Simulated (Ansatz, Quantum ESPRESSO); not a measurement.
# Ballistic transmission: Cu chain with one atom pushed 0.5 Å aside at constant bond length, part 3 of 4

Aim: the zero-bias transmission with pwcond for this junction: Cu chain with one atom pushed 0.5 Å aside at constant bond length.

Quantum ESPRESSO 7.5; plane-wave DFT, PBE, GBRV ultrasoft pseudopotentials; cross-check by Ansatz 0.2.0 with PAW datasets.

So far. Step 2 (Self-consistent run): The run needed 22 iterations to bring the estimated error under 1e-07 Ry; the largest force on any atom, held or free, is 0.31 eV/Å. Step 3 (Transmission with pwcond.x): At no point does T exceed the number of channels.

**4. The open system, with ewind = 1.0**

Level of this step: transmission by pwcond, lead and junction from one cell; plane-wave DFT, PBE, GBRV ultrasoft pseudopotentials (Quantum ESPRESSO).

How much does a setting matter? One run is repeated with a change.

File cond.w.in:

```
&inputcond
  outdir = './out'
  prefixt = 'scf'
  tran_file = 'cond.w.dat'
  bdl = 0.6133333333
  bds = 3.3586651813
  ikind = 1
  ewind = 1.0
  epsproj = 1e-05
  nz1 = 7
  energy0 = 2.0
  denergy = -0.1
/
1
  0.00000000 0.00000000 1.00000000
41
```

On the command line:

```
$ OMP_NUM_THREADS=1 mpirun -n 4 pwcond.x -in cond.w.in > cond.w.out
```

Log:

```text
[banner, memory and clock lines left out]
Program PWCOND v.7.5 starts
[citation notice left out]

[...]
./out/scf.save/

[...]
negative rho (up, down):  4.539E-07 0.000E+00
     Reading collected, re-writing distributed wavefunctions

===== INPUT FILE containing all the regions =====

     GEOMETRY:

     lattice parameter (alat)  =      14.1729  a.u.
     the volume                =    9561.9640 (a.u.)^3
     the cross section         =     200.8724 (a.u.)^2
     l of the unit cell        =       3.3587 (alat)
     number of atoms/cell      =           11
     number of atomic types    =            1

     crystal axes: (cart. coord. in units of alat)
               a(1) = (  1.0000  0.0000  0.0000 )
               a(2) = (  0.0000  1.0000  0.0000 )
               a(3) = (  0.0000  0.0000  3.3587 )

   Cartesian axes

     site n.     atom                  positions (alat units)
          1        Cu     tau(  1)=(  0.5000  0.5000  3.3587  )
          2        Cu     tau(  2)=(  0.5000  0.5000  0.3067  )
          3        Cu     tau(  3)=(  0.5000  0.5000  0.6133  )
          4        Cu     tau(  4)=(  0.5000  0.5000  0.9200  )
          5        Cu     tau(  5)=(  0.5000  0.5000  1.2267  )
          6        Cu     tau(  6)=(  0.5667  0.5000  1.5260  )
          7        Cu     tau(  7)=(  0.5000  0.5000  1.8253  )
          8        Cu     tau(  8)=(  0.5000  0.5000  2.1320  )
          9        Cu     tau(  9)=(  0.5000  0.5000  2.4387  )
         10        Cu     tau( 10)=(  0.5000  0.5000  2.7453  )
         11        Cu     tau( 11)=(  0.5000  0.5000  3.0520  )

     nr1s                      =           54
     nr2s                      =           54
     nr3s                      =          180
     nr1sx                     =           54
     nr2sx                     =           54
     nr3sx                     =          180
     nr1                       =           60
     nr2                       =           60
     nr3                       =          200
     nr1x                      =           60
     nr2x                      =           60
     nr3x                      =          200

 _______________________________
  Radii of nonlocal spheres:

     type       ibeta     ang. mom.          radius (alat units)
       Cu         1         0                    0.1102
       Cu         2         0                    0.1102
       Cu         3         1                    0.1102
       Cu         4         1                    0.1102
       Cu         5         2                    0.1102
       Cu         6         2                    0.1102
----- General information -----

--- T calc. with identical leads (ikind=1) ---

     nrx                       =           54
     nry                       =           54
     nz1                       =            7

     energy0               =         2.0E+00
     denergy               =        -1.0E-01
     nenergy               =         41
     ecut2d                =         3.4E+01
     ewind                 =         1.0E+00
     epsproj               =         1.0E-05

     number of k_|| points=    1
                       cryst. coord.
        k(    1) = (   0.0000000   0.0000000), wk =   1.0000000
----- Information about left/right lead -----

     nocros                   =           18
     noins                    =           18
     norb                     =           54
     norbf                    =          180
     nrz                      =           33

      iorb      type   ibeta   ang. mom.   m       position (alat)
        1        1       1        0        1   taunew(   1)=(  0.5000  0.5000  0.0000)
        2        1       2        0        1   taunew(   2)=(  0.5000  0.5000  0.0000)
[...]
54        1       6        2        5   taunew(  54)=(  0.5000  0.5000  0.6133)
    k slab    z(k)  z(k+1)     crossing(iorb=1,norb)
    1   0.0000 0.0186 0.0186   111111111111111111000000000000000000000000000000000000
    2   0.0186 0.0372 0.0186   111111111111111111000000000000000000000000000000000000
[...]
33   0.5947 0.6133 0.0186   000000000000000000000000000000000000111111111111111111
----- Information about scattering region -----

     noins                    =          144
     norb                     =          180
     norbf                    =          180
     nrz                      =          147

      iorb      type   ibeta   ang. mom.   m       position (alat)
        1        1       1        0        1   taunew(   1)=(  0.5000  0.5000  0.0000)
        2        1       2        0        1   taunew(   2)=(  0.5000  0.5000  0.0000)
[...]
180        1       6        2        5   taunew( 180)=(  0.5000  0.5000  2.7453)
 ngper, shell number =          545          70
 ngper, n2d =          545          91
---  E-Ef =    2.0000000  k =    0.0000000   0.0000000
---  ie =          1  ik =          1
 Nchannels of the left tip =            1
 Right moving states:
   k1(2pi/a)   k2(2pi/a)   E-Ef (eV)
  -0.2323747   0.0000049   2.0000000
 Left moving states:
   k1(2pi/a)   k2(2pi/a)   E-Ef (eV)
   0.2323747   0.0000049   2.0000000

 to transmit
 Band j to band i transmissions and reflections:
    j         i     |T_ij|^2    |R_ij|^2

    1 -->     1     0.98916     0.01084
   Total T_j, R_j =    0.98916  0.01084

E-Ef(ev), T(x2 spins) =    2.0000000   1.9783144
---  E-Ef =    1.9000000  k =    0.0000000   0.0000000
---  ie =          2  ik =          1
 Nchannels of the left tip =            1
 Right moving states:
   k1(2pi/a)   k2(2pi/a)   E-Ef (eV)
  -0.2414846   0.0000049   1.9000000
 Left moving states:
   k1(2pi/a)   k2(2pi/a)   E-Ef (eV)
   0.2414846   0.0000048   1.9000000

 to transmit
 Band j to band i transmissions and reflections:
    j         i     |T_ij|^2    |R_ij|^2

    1 -->     1     0.98993     0.01007
   Total T_j, R_j =    0.98993  0.01007

E-Ef(ev), T(x2 spins) =    1.9000000   1.9798614
---  E-Ef =    1.8000000  k =    0.0000000   0.0000000
---  ie =          3  ik =          1
 Nchannels of the left tip =            1
 Right moving states:
   k1(2pi/a)   k2(2pi/a)   E-Ef (eV)
  -0.2506856   0.0000048   1.8000000
 Left moving states:
   k1(2pi/a)   k2(2pi/a)   E-Ef (eV)
   0.2506856   0.0000048   1.8000000

 to transmit
 Band j to band i transmissions and reflections:
    j         i     |T_ij|^2    |R_ij|^2

    1 -->     1     0.99062     0.00938
   Total T_j, R_j =    0.99062  0.00938

E-Ef(ev), T(x2 spins) =    1.8000000   1.9812402
[... further energies and points left out ...]
---  E-Ef =   -1.8000000  k =    0.0000000   0.0000000
---  ie =         39  ik =          1
 Nchannels of the left tip =            1
 Right moving states:
   k1(2pi/a)   k2(2pi/a)   E-Ef (eV)
   0.4314146   0.0000126  -1.8000000
 Left moving states:
   k1(2pi/a)   k2(2pi/a)   E-Ef (eV)
  -0.4314145   0.0000126  -1.8000000

 to transmit
 Band j to band i transmissions and reflections:
    j         i     |T_ij|^2    |R_ij|^2

    1 -->     1     0.99141     0.00859
   Total T_j, R_j =    0.99141  0.00859

E-Ef(ev), T(x2 spins) =   -1.8000000   1.9828132
---  E-Ef =   -1.9000000  k =    0.0000000   0.0000000
---  ie =         40  ik =          1
 Nchannels of the left tip =            1
 Right moving states:
   k1(2pi/a)   k2(2pi/a)   E-Ef (eV)
   0.4151215   0.0000124  -1.9000000
 Left moving states:
   k1(2pi/a)   k2(2pi/a)   E-Ef (eV)
  -0.4151215   0.0000124  -1.9000000

 to transmit
 Band j to band i transmissions and reflections:
    j         i     |T_ij|^2    |R_ij|^2

    1 -->     1     0.99352     0.00648
   Total T_j, R_j =    0.99352  0.00648

E-Ef(ev), T(x2 spins) =   -1.9000000   1.9870335
---  E-Ef =   -2.0000000  k =    0.0000000   0.0000000
---  ie =         41  ik =          1
 Nchannels of the left tip =            1
 Right moving states:
   k1(2pi/a)   k2(2pi/a)   E-Ef (eV)
   0.3985630   0.0000122  -2.0000000
 Left moving states:
   k1(2pi/a)   k2(2pi/a)   E-Ef (eV)
  -0.3985630   0.0000123  -2.0000000

 to transmit
 Band j to band i transmissions and reflections:
    j         i     |T_ij|^2    |R_ij|^2

    1 -->     1     0.99501     0.00499
   Total T_j, R_j =    0.99501  0.00499

E-Ef(ev), T(x2 spins) =   -2.0000000   1.9900138
   T_tot     2.00000      0.19783E+01
   T_tot     1.90000      0.19799E+01
   T_tot     1.80000      0.19812E+01
   T_tot     1.70000      0.19825E+01
   T_tot     1.60000      0.19836E+01
   T_tot     1.50000      0.19846E+01
   T_tot     1.40000      0.19854E+01
   T_tot     1.30000      0.19862E+01
   T_tot     1.20000      0.19868E+01
   T_tot     1.10000      0.19874E+01
   T_tot     1.00000      0.19878E+01
   T_tot     0.90000      0.19882E+01
   T_tot     0.80000      0.19885E+01
   T_tot     0.70000      0.19887E+01
   T_tot     0.60000      0.19890E+01
   T_tot     0.50000      0.19893E+01
   T_tot     0.40000      0.19897E+01
   T_tot     0.30000      0.19903E+01
   T_tot     0.20000      0.19911E+01
   T_tot     0.10000      0.19920E+01
   T_tot    -0.00000      0.19911E+01
   T_tot    -0.10000      0.66724E+01
   T_tot    -0.20000      0.75231E+01
   T_tot    -0.30000      0.74689E+01
   T_tot    -0.40000      0.69641E+01
   T_tot    -0.50000      0.10410E+02
   T_tot    -0.60000      0.10893E+02
   T_tot    -0.70000      0.11156E+02
   T_tot    -0.80000      0.92287E+01
   T_tot    -0.90000      0.79008E+01
   T_tot    -1.00000      0.71342E+01
   T_tot    -1.10000      0.58913E+01
   T_tot    -1.20000      0.59002E+01
   T_tot    -1.30000      0.57897E+01
   T_tot    -1.40000      0.54729E+01
   T_tot    -1.50000      0.50815E+01
   T_tot    -1.60000      0.43082E+01
   T_tot    -1.70000      0.19867E+01
   T_tot    -1.80000      0.19828E+01
   T_tot    -1.90000      0.19870E+01
   T_tot    -2.00000      0.19900E+01

[...]
```

Elapsed: 53 s, on 4 MPI ranks of Arm Neoverse V2, shared host; peak memory 0.39 GiB.

The changed values were drawn from a wide range, not chosen for quality; the comparison shows what they did here together.

Beside the run it was changed from:

| quantity | this run | unchanged run | difference |
| --- | --- | --- | --- |
| transmission at the Fermi level, one spin | 0.9955 | 0.9955 | -1.1e-5 |
| lead channels at the Fermi level, one spin | 1 | 1 | 0 |
| wall time (s) | 53 | 171 |  |

Over all energies T moves by up to 1.3, at -0.1 eV, where the two runs count unlike lead channels.

The physical values in this table stay within 0.05 %.

(Continued in part 4 of 4.)

[Logs are printed without paths, hosts, clocks, repeated set-up lines and the standing remarks that a program may print on its own settings, such as how far it seeks lower states.]

[Hosts, paths, dates, database ids (printed as entryN), source tags and the programs' standing remarks are cut or masked in the printed files.]

[Maps of the electrostatic potential energy from Ansatz leave out the sawtooth potential of an applied field or a dipole correction, so their vacuum need not be flat; planar profiles and work functions include it.]
